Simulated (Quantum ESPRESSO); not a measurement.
# Fixed-spin-moment curve of CaCo2As2

Aim: the energy of CaCo2As2 as a function of the total spin moment of its primitive cell.

Program: Quantum ESPRESSO 7.5. Level of theory: PBEsol; plane waves with GBRV 1.5 PBEsol potentials, no spin-orbit coupling. Results are calculated unless marked as measured.

## (1) Set-up

Symmetry: I4/mmm, No. 139, tetragonal system. The conventional cell has a = 4.009 Å, b = 4.009 Å, c = 10.094 Å, α = 90.00°, β = 90.00°, γ = 90.00°. Nearest to Ca lie 10 As at 3.15 to 3.67 Å and 8 Co at 3.22 Å. Nearest to Co lie 4 As at 2.31 Å and 4 Co at 2.83 Å and 4 Ca at 3.22 Å. Nearest to As lie 4 Co at 2.31 Å and 5 As at 2.76 to 3.64 Å and 5 Ca at 3.15 to 3.67 Å. Farther neighbours are not listed.

The cell comes from Materials Project 2023-11-01, a database of computed structures, and need not be the stable phase.

## (2) No moment imposed

Contents of pw.in:

```
&CONTROL
  calculation = 'scf'
  prefix = 'pwscf'
  outdir = './tmp'
  pseudo_dir = './pseudo'
  disk_io = 'nowf'
/
&SYSTEM
  ibrav = 0
  celldm(1) = 8
  nat = 5
  ntyp = 3
  ecutwfc = 40
  ecutrho = 280
  nbnd = 39
  occupations = 'smearing'
  smearing = 'fd'
  degauss = 0.00367493
  nspin = 2
  starting_magnetization(1) = 0
  starting_magnetization(2) = 0.1176
  starting_magnetization(3) = 0
/
&ELECTRONS
  conv_thr = 1d-08
  electron_maxstep = 150
  mixing_beta = 0.3
/
ATOMIC_SPECIES
Ca     40.0780 ca_pbesol_v1.uspp.F.UPF
Co     58.9332 co_pbesol_v1.2.uspp.F.UPF
As     74.9216 as_pbesol_v1.uspp.F.UPF
CELL_PARAMETERS alat
  -0.4734617648169    0.4734617648169    1.1921829531093
   0.4734617648169   -0.4734617648169    1.1921829531093
   0.4734617648169    0.4734617648169   -1.1921829531093
ATOMIC_POSITIONS crystal
Ca      0.0000000000    0.0000000000    0.0000000000
Co      0.7500000000    0.2500000000    0.5000000000
Co      0.2500000000    0.7500000000    0.5000000000
As      0.3634838400    0.3634838400    0.0000000000
As      0.6365161600    0.6365161600    0.0000000000
K_POINTS automatic
10 10 10 0 0 0
```

Started as:

```bash
> OMP_NUM_THREADS=1 mpirun -n 4 pw.x -nk 4 -in pw.in > pw.out
```

The program printed:

```text
Program PWSCF v.7.5 starts

     Message from routine setup:
     using ibrav=0 with symmetry is DISCOURAGED, use correct ibrav instead

     K-points division:     npool     =       4
     Subspace diagonalization in iterative solution of the eigenvalue problem:

     G-vector sticks info
     --------------------
     sticks:   dense  smooth     PW     G-vecs:    dense   smooth      PW
     Sum        2279    1295    463                43251    18675    3975

     Using Slab Decomposition

     bravais-lattice index     =            0
     lattice parameter (alat)  =       8.0000  a.u.
     unit-cell volume          =     547.3217 (a.u.)^3
     number of atoms/cell      =            5
     number of atomic types    =            3
     number of electrons       =        54.00
     number of Kohn-Sham states=           39
     kinetic-energy cutoff     =      40.0000  Ry
     charge density cutoff     =     280.0000  Ry
     scf convergence threshold =      1.0E-08
     mixing beta               =       0.3000
     number of iterations used =            8  plain     mixing
     Exchange-correlation= SLA  PW   PSX  PSC
                           (   1   4  10   8   0   0   0)

     celldm(1)=   8.000000  celldm(2)=   0.000000  celldm(3)=   0.000000
     celldm(4)=   0.000000  celldm(5)=   0.000000  celldm(6)=   0.000000

     crystal axes: (cart. coord. in units of alat)
               a(1) = (  -0.473462   0.473462   1.192183 )
               a(2) = (   0.473462  -0.473462   1.192183 )
               a(3) = (   0.473462   0.473462  -1.192183 )

     reciprocal axes: (cart. coord. in units 2 pi/alat)
               b(1) = (  0.000000  1.056051  0.419399 )
               b(2) = (  1.056051  0.000000  0.419399 )
               b(3) = (  1.056051  1.056051  0.000000 )

     PseudoPot. # 1 for Ca read from file:
     ca_pbesol_v1.uspp.F.UPF
     Pseudo is Ultrasoft + core correction, Zval = 10.0
     Generated by new atomic code, or converted to UPF format
     Using radial grid of  845 points,  6 beta functions with:
                l(1) =   0
                l(2) =   0
                l(3) =   1
                l(4) =   1
                l(5) =   2
                l(6) =   2
     Q(r) pseudized with  8 coefficients,  rinner =    1.500   1.500   1.500
                                                       1.500   1.500

     PseudoPot. # 2 for Co read from file:
     co_pbesol_v1.2.uspp.F.UPF
     Pseudo is Ultrasoft + core correction, Zval = 17.0
     Generated by new atomic code, or converted to UPF format
     Using radial grid of  863 points,  6 beta functions with:
                l(1) =   0
                l(2) =   0
                l(3) =   1
                l(4) =   1
                l(5) =   2
                l(6) =   2
     Q(r) pseudized with  8 coefficients,  rinner =    1.200   1.200   1.200
                                                       1.200   1.200

     PseudoPot. # 3 for As read from file:
     as_pbesol_v1.uspp.F.UPF
     Pseudo is Ultrasoft + core correction, Zval =  5.0
     Generated by new atomic code, or converted to UPF format
     Using radial grid of  875 points,  6 beta functions with:
                l(1) =   0
                l(2) =   0
                l(3) =   1
                l(4) =   1
                l(5) =   2
                l(6) =   2
     Q(r) pseudized with  8 coefficients,  rinner =    1.300   1.300   1.300
                                                       1.300   1.300

     atomic species   valence    mass     pseudopotential
     Ca               10.00    40.07800     Ca( 1.00)
     Co               17.00    58.93320     Co( 1.00)
     As                5.00    74.92160     As( 1.00)

     Starting magnetic structure
     atomic species   magnetization
     Ca              0.000
     Co              0.118
     As              0.000

     16 Sym. Ops., with inversion, found

   Cartesian axes

     site n.     atom                  positions (alat units)
         1        Ca     tau(   1) = (   0.0000000   0.0000000   0.0000000  )
         2        Co     tau(   2) = (  -0.0000000   0.4734618   0.5960915  )
         3        Co     tau(   3) = (   0.4734618  -0.0000000   0.5960915  )
         4        As     tau(   4) = (  -0.0000000  -0.0000000   0.8666785  )
         5        As     tau(   5) = (  -0.0000000  -0.0000000   1.5176874  )

     number of k points=   102  Fermi-Dirac smearing, width (Ry)=  0.0037

     Number of k-points >= 100: set verbosity='high' to print them.

     Dense  grid:    43251 G-vectors     FFT dimensions: (  60,  60,  60)

     Smooth grid:    18675 G-vectors     FFT dimensions: (  45,  45,  45)

     Check: negative core charge=   -0.000014
     Generating pointlists ...
     new r_m :   0.3071 (alat units)  2.4569 (a.u.) for type    1
     new r_m :   0.2249 (alat units)  1.7996 (a.u.) for type    2
     new r_m :   0.2249 (alat units)  1.7996 (a.u.) for type    3

     Initial potential from superposition of free atoms

     starting charge      51.9943, renormalised to      54.0000
     Starting wfcs are   44 randomized atomic wfcs

     Self-consistent Calculation

     iteration #  1     ecut=    40.00 Ry     beta= 0.30
     Davidson diagonalization with overlap
     ethr =  1.00E-02,  avg # of iterations =  3.8

     total energy              =    -743.56895394 Ry
     estimated scf accuracy    <      21.23591763 Ry

     total magnetization       =     2.31 Bohr mag/cell
     absolute magnetization    =     2.81 Bohr mag/cell

     iteration #  2     ecut=    40.00 Ry     beta= 0.30
     Davidson diagonalization with overlap
     ethr =  1.00E-02,  avg # of iterations =  3.0

     total energy              =    -750.49225284 Ry
     estimated scf accuracy    <      27.82245877 Ry

     total magnetization       =     0.15 Bohr mag/cell
     absolute magnetization    =     0.22 Bohr mag/cell

     iteration #  3     ecut=    40.00 Ry     beta= 0.30
     Davidson diagonalization with overlap
     ethr =  1.00E-02,  avg # of iterations =  2.0

     total energy              =    -751.11785782 Ry
     estimated scf accuracy    <       3.55644357 Ry

     total magnetization       =     0.83 Bohr mag/cell
     absolute magnetization    =     0.98 Bohr mag/cell

     [... further iterations left out ...]

     iteration # 15     ecut=    40.00 Ry     beta= 0.30
     Davidson diagonalization with overlap
     ethr =  5.91E-09,  avg # of iterations =  4.0

     total energy              =    -751.57883802 Ry
     estimated scf accuracy    <       0.00000156 Ry

     total magnetization       =     1.37 Bohr mag/cell
     absolute magnetization    =     1.51 Bohr mag/cell

     iteration # 16     ecut=    40.00 Ry     beta= 0.30
     Davidson diagonalization with overlap
     ethr =  2.89E-09,  avg # of iterations =  1.7

     total energy              =    -751.57883833 Ry
     estimated scf accuracy    <       0.00000002 Ry

     total magnetization       =     1.37 Bohr mag/cell
     absolute magnetization    =     1.51 Bohr mag/cell

     iteration # 17     ecut=    40.00 Ry     beta= 0.30
     Davidson diagonalization with overlap
     ethr =  3.12E-11,  avg # of iterations =  5.2

     total energy              =    -751.57883836 Ry
     estimated scf accuracy    <       0.00000002 Ry

     total magnetization       =     1.37 Bohr mag/cell
     absolute magnetization    =     1.51 Bohr mag/cell

     iteration # 18     ecut=    40.00 Ry     beta= 0.30
     Davidson diagonalization with overlap
     ethr =  3.12E-11,  avg # of iterations =  1.5

     Magnetic moment per site  (integrated on atomic sphere of radius R)
     atom   1 (R=0.307)  charge=  8.5747  magn=  0.0085
     atom   2 (R=0.225)  charge= 15.2839  magn=  0.6788
     atom   3 (R=0.225)  charge= 15.2839  magn=  0.6788
     atom   4 (R=0.225)  charge=  2.3848  magn=  0.0012
     atom   5 (R=0.225)  charge=  2.3848  magn=  0.0012

     End of self-consistent calculation

     Number of k-points >= 100: set verbosity='high' to print the bands.

     the Fermi energy is    12.0507 ev

!    total energy              =    -751.57883836 Ry
     estimated scf accuracy    <          7.0E-10 Ry
     smearing contrib. (-TS)   =      -0.00168621 Ry
     internal energy E=F+TS    =    -751.57715216 Ry

     The total energy is F=E-TS. E is the sum of the following terms:
     one-electron contribution =    -528.12711795 Ry
     hartree contribution      =     288.41870534 Ry
     xc contribution           =    -139.44597523 Ry
     ewald contribution        =    -372.42276433 Ry

     total magnetization       =     1.37 Bohr mag/cell
     absolute magnetization    =     1.51 Bohr mag/cell

     convergence has been achieved in  18 iterations

=------------------------------------------------------------------------------=
   JOB DONE.
=------------------------------------------------------------------------------=
```

The job ended after 3 min (4 MPI ranks of Intel Xeon 6975P-C (Granite Rapids), shared host; peak memory 0.84 GiB; 12 min of CPU time).

Spin moment in the atom's sphere by atom:

```csv
atom,spin moment in the atom's sphere (μB)
Ca1,0.009
Co2,0.679
Co3,0.679
As4,0.001
As5,0.001
```

Read from the output:

| Quantity | Value |
| --- | --- |
| smearing term TS | 0.02294 eV |
| magnetization | 1.372 μB |
| absolute magnetization | 1.509 μB |
| final state | ferromagnetic |

## (3) Moment fixed at 0 μB

The two spin channels are filled to separate Fermi energies, so that the total moment meets the target. Half of the up one less the down one is the slope dE/dM.

pw.in, as its differences from that of step 2:

```diff
@@ -14,3 +14,3 @@
   ecutrho = 280
-  nbnd = 39
+  nbnd = 38
   occupations = 'smearing'
@@ -20,4 +20,5 @@
   starting_magnetization(1) = 0
-  starting_magnetization(2) = 0.1176
+  starting_magnetization(2) = 0.0059
   starting_magnetization(3) = 0
+  tot_magnetization = 0
 /
```

The program printed:

```text
     [... lines left out ...]
Program PWSCF v.7.5 starts
     [... lines left out ...]
     number of atoms/cell      =            5
     [... lines left out ...]
     number of electrons       =        54.00 (up:  27.00, down:  27.00)
     number of Kohn-Sham states=           38
     kinetic-energy cutoff     =      40.0000  Ry
     charge density cutoff     =     280.0000  Ry
     scf convergence threshold =      1.0E-08
     [... lines left out ...]
     16 Sym. Ops., with inversion, found
     [... lines left out ...]
     number of k points=   102  Fermi-Dirac smearing, width (Ry)=  0.0037
     [... lines left out ...]
     iteration # 17     ecut=    40.00 Ry     beta= 0.30
     [... lines left out ...]
     Magnetic moment per site  (integrated on atomic sphere of radius R)
     atom   1 (R=0.307)  charge=  8.5718  magn= -0.0000
     atom   2 (R=0.225)  charge= 15.2907  magn=  0.0000
     atom   3 (R=0.225)  charge= 15.2907  magn=  0.0000
     atom   4 (R=0.225)  charge=  2.3819  magn=  0.0000
     atom   5 (R=0.225)  charge=  2.3819  magn=  0.0000
     [... lines left out ...]
     the spin up/dw Fermi energies are    12.0715   12.0716 ev
!    total energy              =    -751.57303576 Ry
     estimated scf accuracy    <          2.1E-09 Ry
     smearing contrib. (-TS)   =      -0.00398056 Ry
     [... lines left out ...]
     total magnetization       =     0.00 Bohr mag/cell
     absolute magnetization    =     0.00 Bohr mag/cell
     convergence has been achieved in  17 iterations
```

It took 3 min on 4 MPI ranks; peak memory 0.83 GiB; 12 min of CPU time.

Numbers from this step:

```
magnetization                                 : 0 μB
absolute magnetization                        : 0 μB
half the difference of the two Fermi energies : 0 meV
largest moment                                : 0 μB
```

## (4) Moment fixed at 0.257 μB

pw.in, as its differences from that of step 3:

```diff
@@ -20,5 +20,5 @@
   starting_magnetization(1) = 0
-  starting_magnetization(2) = 0.0059
+  starting_magnetization(2) = 0.0076
   starting_magnetization(3) = 0
-  tot_magnetization = 0
+  tot_magnetization = 0.257
 /
```

The program printed:

```text
     [... lines left out ...]
Program PWSCF v.7.5 starts
     [... lines left out ...]
     number of atoms/cell      =            5
     [... lines left out ...]
     number of electrons       =        54.00 (up:  27.13, down:  26.87)
     number of Kohn-Sham states=           38
     kinetic-energy cutoff     =      40.0000  Ry
     charge density cutoff     =     280.0000  Ry
     scf convergence threshold =      1.0E-08
     [... lines left out ...]
     16 Sym. Ops., with inversion, found
     [... lines left out ...]
     number of k points=   102  Fermi-Dirac smearing, width (Ry)=  0.0037
     [... lines left out ...]
     iteration # 16     ecut=    40.00 Ry     beta= 0.30
     [... lines left out ...]
     Magnetic moment per site  (integrated on atomic sphere of radius R)
     atom   1 (R=0.307)  charge=  8.5720  magn= -0.0069
     atom   2 (R=0.225)  charge= 15.2903  magn=  0.1506
     atom   3 (R=0.225)  charge= 15.2903  magn=  0.1506
     atom   4 (R=0.225)  charge=  2.3819  magn= -0.0032
     atom   5 (R=0.225)  charge=  2.3819  magn= -0.0032
     [... lines left out ...]
     the spin up/dw Fermi energies are    12.0255   12.1185 ev
!    total energy              =    -751.57348857 Ry
     estimated scf accuracy    <          9.3E-09 Ry
     smearing contrib. (-TS)   =      -0.00376217 Ry
     [... lines left out ...]
     total magnetization       =     0.26 Bohr mag/cell
     absolute magnetization    =     0.35 Bohr mag/cell
     convergence has been achieved in  16 iterations
```

Wall time 2.7 min (4 MPI ranks); peak memory 0.83 GiB.

Spin moment in the atom's sphere by atom:

```csv
atom,spin moment in the atom's sphere (μB)
Ca1,-0.007
Co2,0.151
Co3,0.151
As4,-0.003
As5,-0.003
```

Read from the output:

```
magnetization                                 : 0.257 μB
absolute magnetization                        : 0.354 μB
half the difference of the two Fermi energies : -46.5 meV
```

## (5) Moment fixed at 0.514 μB

pw.in, as its differences from that of step 4:

```diff
@@ -20,5 +20,5 @@
   starting_magnetization(1) = 0
-  starting_magnetization(2) = 0.0076
+  starting_magnetization(2) = 0.0151
   starting_magnetization(3) = 0
-  tot_magnetization = 0.257
+  tot_magnetization = 0.514
 /
```

The program printed:

```text
     [... lines left out ...]
Program PWSCF v.7.5 starts
     [... lines left out ...]
     number of atoms/cell      =            5
     [... lines left out ...]
     number of electrons       =        54.00 (up:  27.26, down:  26.74)
     number of Kohn-Sham states=           38
     kinetic-energy cutoff     =      40.0000  Ry
     charge density cutoff     =     280.0000  Ry
     scf convergence threshold =      1.0E-08
     [... lines left out ...]
     16 Sym. Ops., with inversion, found
     [... lines left out ...]
     number of k points=   102  Fermi-Dirac smearing, width (Ry)=  0.0037
     [... lines left out ...]
     iteration # 17     ecut=    40.00 Ry     beta= 0.30
     [... lines left out ...]
     Magnetic moment per site  (integrated on atomic sphere of radius R)
     atom   1 (R=0.307)  charge=  8.5725  magn= -0.0109
     atom   2 (R=0.225)  charge= 15.2891  magn=  0.2929
     atom   3 (R=0.225)  charge= 15.2891  magn=  0.2929
     atom   4 (R=0.225)  charge=  2.3822  magn= -0.0052
     atom   5 (R=0.225)  charge=  2.3822  magn= -0.0052
     [... lines left out ...]
     the spin up/dw Fermi energies are    11.9956   12.1515 ev
!    total energy              =    -751.57469657 Ry
     estimated scf accuracy    <          4.2E-09 Ry
     smearing contrib. (-TS)   =      -0.00324040 Ry
     [... lines left out ...]
     total magnetization       =     0.51 Bohr mag/cell
     absolute magnetization    =     0.67 Bohr mag/cell
     convergence has been achieved in  17 iterations
```

Run time: 2.9 min. Hardware: 4 MPI ranks; peak memory 0.83 GiB; 11 min of CPU time.

Numbers from this step:

```yaml
magnetization: 0.514 μB
absolute_magnetization: 0.673 μB
half_the_difference_of_the_two_fermi_energies: -77.9 meV
largest_moment: 0.2929 μB
```

## (6) What a mistake does

One input was spoiled on purpose, to see how the program answers.

Contents of pw.in:

```
&CONTROL
  calculation = 'scf'
  prefix = 'pwscf'
  outdir = './tmp'
  pseudo_dir = './pseudo'
  disk_io = 'nowf'
/
&SYSTEM
  ibrav = 0
  nat = 5
  ntyp = 3
  encut = 500
  ecutwfc = 40
  ecutrho = 280
  nbnd = 39
  occupations = 'smearing'
  smearing = 'fd'
  degauss = 0.00367493
  nspin = 2
  starting_magnetization(1) = 0
  starting_magnetization(2) = 0.1176
  starting_magnetization(3) = 0
/
&ELECTRONS
  conv_thr = 1d-08
  electron_maxstep = 100
  mixing_beta = 0.3
/
ATOMIC_SPECIES
Ca     40.0780 ca_pbesol_v1.uspp.F.UPF
Co     58.9332 co_pbesol_v1.2.uspp.F.UPF
As     74.9216 as_pbesol_v1.uspp.F.UPF
CELL_PARAMETERS angstrom
  -2.0043614094    2.0043614094    5.0470084001
   2.0043614094   -2.0043614094    5.0470084001
   2.0043614094    2.0043614094   -5.0470084001
ATOMIC_POSITIONS crystal
Ca      0.0000000000    0.0000000000    0.0000000000
Co      0.7500000000    0.2500000000    0.5000000000
Co      0.2500000000    0.7500000000    0.5000000000
As      0.3634838400    0.3634838400    0.0000000000
As      0.6365161600    0.6365161600    0.0000000000
K_POINTS automatic
10 10 10 0 0 0
```

The program printed:

```text
     [... lines left out ...]
Program PWSCF v.7.5 starts
     Error in routine  read_namelists (1):
      bad line in namelist &system: "  encut = 500" (error could be in the previous line)
 %%%%%%%%%%%%%%%%%%%%%%%%%%%%%%%%%%%%%%%%%%%%%%%%%%%%%%%%%%%%%%%%%%%%%%%%%%%%%%
     stopping ...
```

Elapsed: 0.67 s, on 4 MPI ranks; peak memory 0.05 GiB.

The input was rejected at the start.

The program's message: “read_namelists (1): bad line in namelist &system: " encut = 500" (error could be in the previous line)”

The fault put into the input: a keyword of another program.

## (7) All moments

The runs not shown differ in the target, the start and the number of states alone. The point at 1.37 μB is the free run, entered with slope zero.

The energy over the lowest by total spin moment:

```csv
total spin moment (μB a cell),energy over the lowest (meV a cell)
0.00,78.9
0.26,72.8
0.51,56.4
0.77,34.5
1.03,13.2
1.29,0.878
1.37,0
1.54,3.29
1.80,20.8
2.06,57.1
2.31,114
2.57,190
```

dE/dM against total spin moment:

```csv
total spin moment (μB a cell),dE/dM (meV/μB)
0.00,-0.0283
0.26,-46.5
0.51,-77.9
0.77,-88.0
1.03,-71.5
1.29,-20.4
1.37,0
1.54,38.0
1.80,101
2.06,183
2.31,260
2.57,330
```

Table of largest site moment by total spin moment:

```csv
total spin moment (μB a cell),largest site moment (μB)
0.00,2.0e-5
0.26,0.151
0.51,0.293
0.77,0.425
1.03,0.544
1.29,0.647
1.37,0.679
1.54,0.742
1.80,0.838
2.06,0.932
2.31,1.02
2.57,1.11
```

## (8) What came out

```json
{
 "moment of the free run": "1.37 μB a cell",
 "energy at zero total moment": "78.9 meV a cell over the lowest",
 "ΔE/ΔM² from the lowest point to 1.54 and to 1.03 μB": "113 and 112 meV/μB²"
}
```

**Reading.** At zero total moment the site moments vanish, so the 79 meV a cell is the energy of forming them. The points show one minimum alone. All runs start parallel; opposed orders may lie lower.

[Logs and program files are shortened in this print: banners, set-up blocks, solver, clock and traceback lines can be left out without a mark of their own.]

[Logs are printed without paths, hosts, clocks, repeated set-up lines and the standing remarks that a program may print on its own settings, such as how far it seeks lower states.]

[Hosts, paths, dates, database ids (printed as entryN), source tags and the programs' standing remarks are cut or masked in the printed files.]

[Where a cell is said to come from a database of computed structures, the database is the Materials Project.]
